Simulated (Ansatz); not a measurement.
# GaN (F-43m): refractive index against wavelength

The refractive index of GaN (F-43m) below the direct gap (1.72 eV on the mesh) is read from one computed spectrum, n = √(Re ε).

It takes space group F-43m (No. 216, cubic). Conventional cell: a = 4.507 Å, b = 4.507 Å, c = 4.507 Å, α = 90.00°, β = 90.00°, γ = 90.00°. Around Ga on site a lie 4 N at 1.95 Å. Around N on site d lie 4 Ga at 1.95 Å.

Method: Ansatz 0.2.0, PBE, independent particles, k-mesh 14×14×14 with interpolation inside its cells, Gaussian parameter 0.1 eV.

Launch of the response step: `ansatz run input.yaml --threads 4 --pin off --max-ram 8192MiB --backend cpu --events-out ev --progress --plain --runs-dir out`. The run took 6 s, on 4 threads of Intel(R) Xeon(R) Platinum 8375C CPU @ 2.90GHz (Ice Lake) (shared host).

| wavelength (nm) | photon energy E (eV) | n |
| --- | --- | --- |
| 3000 | 0.413 | 2.4747 |
| 2000 | 0.620 | 2.4829 |
| 1550 | 0.800 | 2.4933 |
| 1310 | 0.946 | 2.5044 |
| 1064 | 1.165 | ? |

In the single-oscillator model n² − 1 = E₀E_d/(E₀² − E²), so 1/(n² − 1) = E₀/E_d − E²/(E₀E_d) is linear in E².

Working, on the rows shown:

| x = E² (eV²) | y = 1/(n² − 1) |
| --- | --- |
| 0.170801 | 0.195155 |
| 0.384302 | 0.193619 |
| 0.639837 | 0.191698 |
| 0.895757 | 0.189681 |

Means: x̄ = 0.52267, ȳ = 0.19254. Σ(x − x̄)(y − ȳ) = -0.002235, Σ(x − x̄)² = 0.2959. Slope = -0.002235 / 0.2959 = -0.007553; intercept = ȳ − slope · x̄ = 0.19649. Turned back into n, the line misses the rows shown by at most 0.00024.

Problem. What does the fit predict for the withheld row, and how well does it do?

Solution. At x = 1.3578 the line gives y = 0.18623, that is 2.5238. The run gave 2.5270, so the extrapolation is off by 0.0032, 6 % of the range in the table. Beyond its data the fit drifts from the curve.

Refitted with all rows, the slope is -0.007986 and the intercept 0.19667. These give E₀ = √(intercept/−slope) = 4.96 eV and E_d = E₀/intercept = 25.2 eV; E₀ is 2.9 times the direct gap. The electronic limit at long wavelengths, without lattice vibrations, is n = √(1 + 1/intercept) = 2.467. Excitons are left out and so are local fields; PBE gaps are as a rule too small. Spin-orbit coupling is left out.
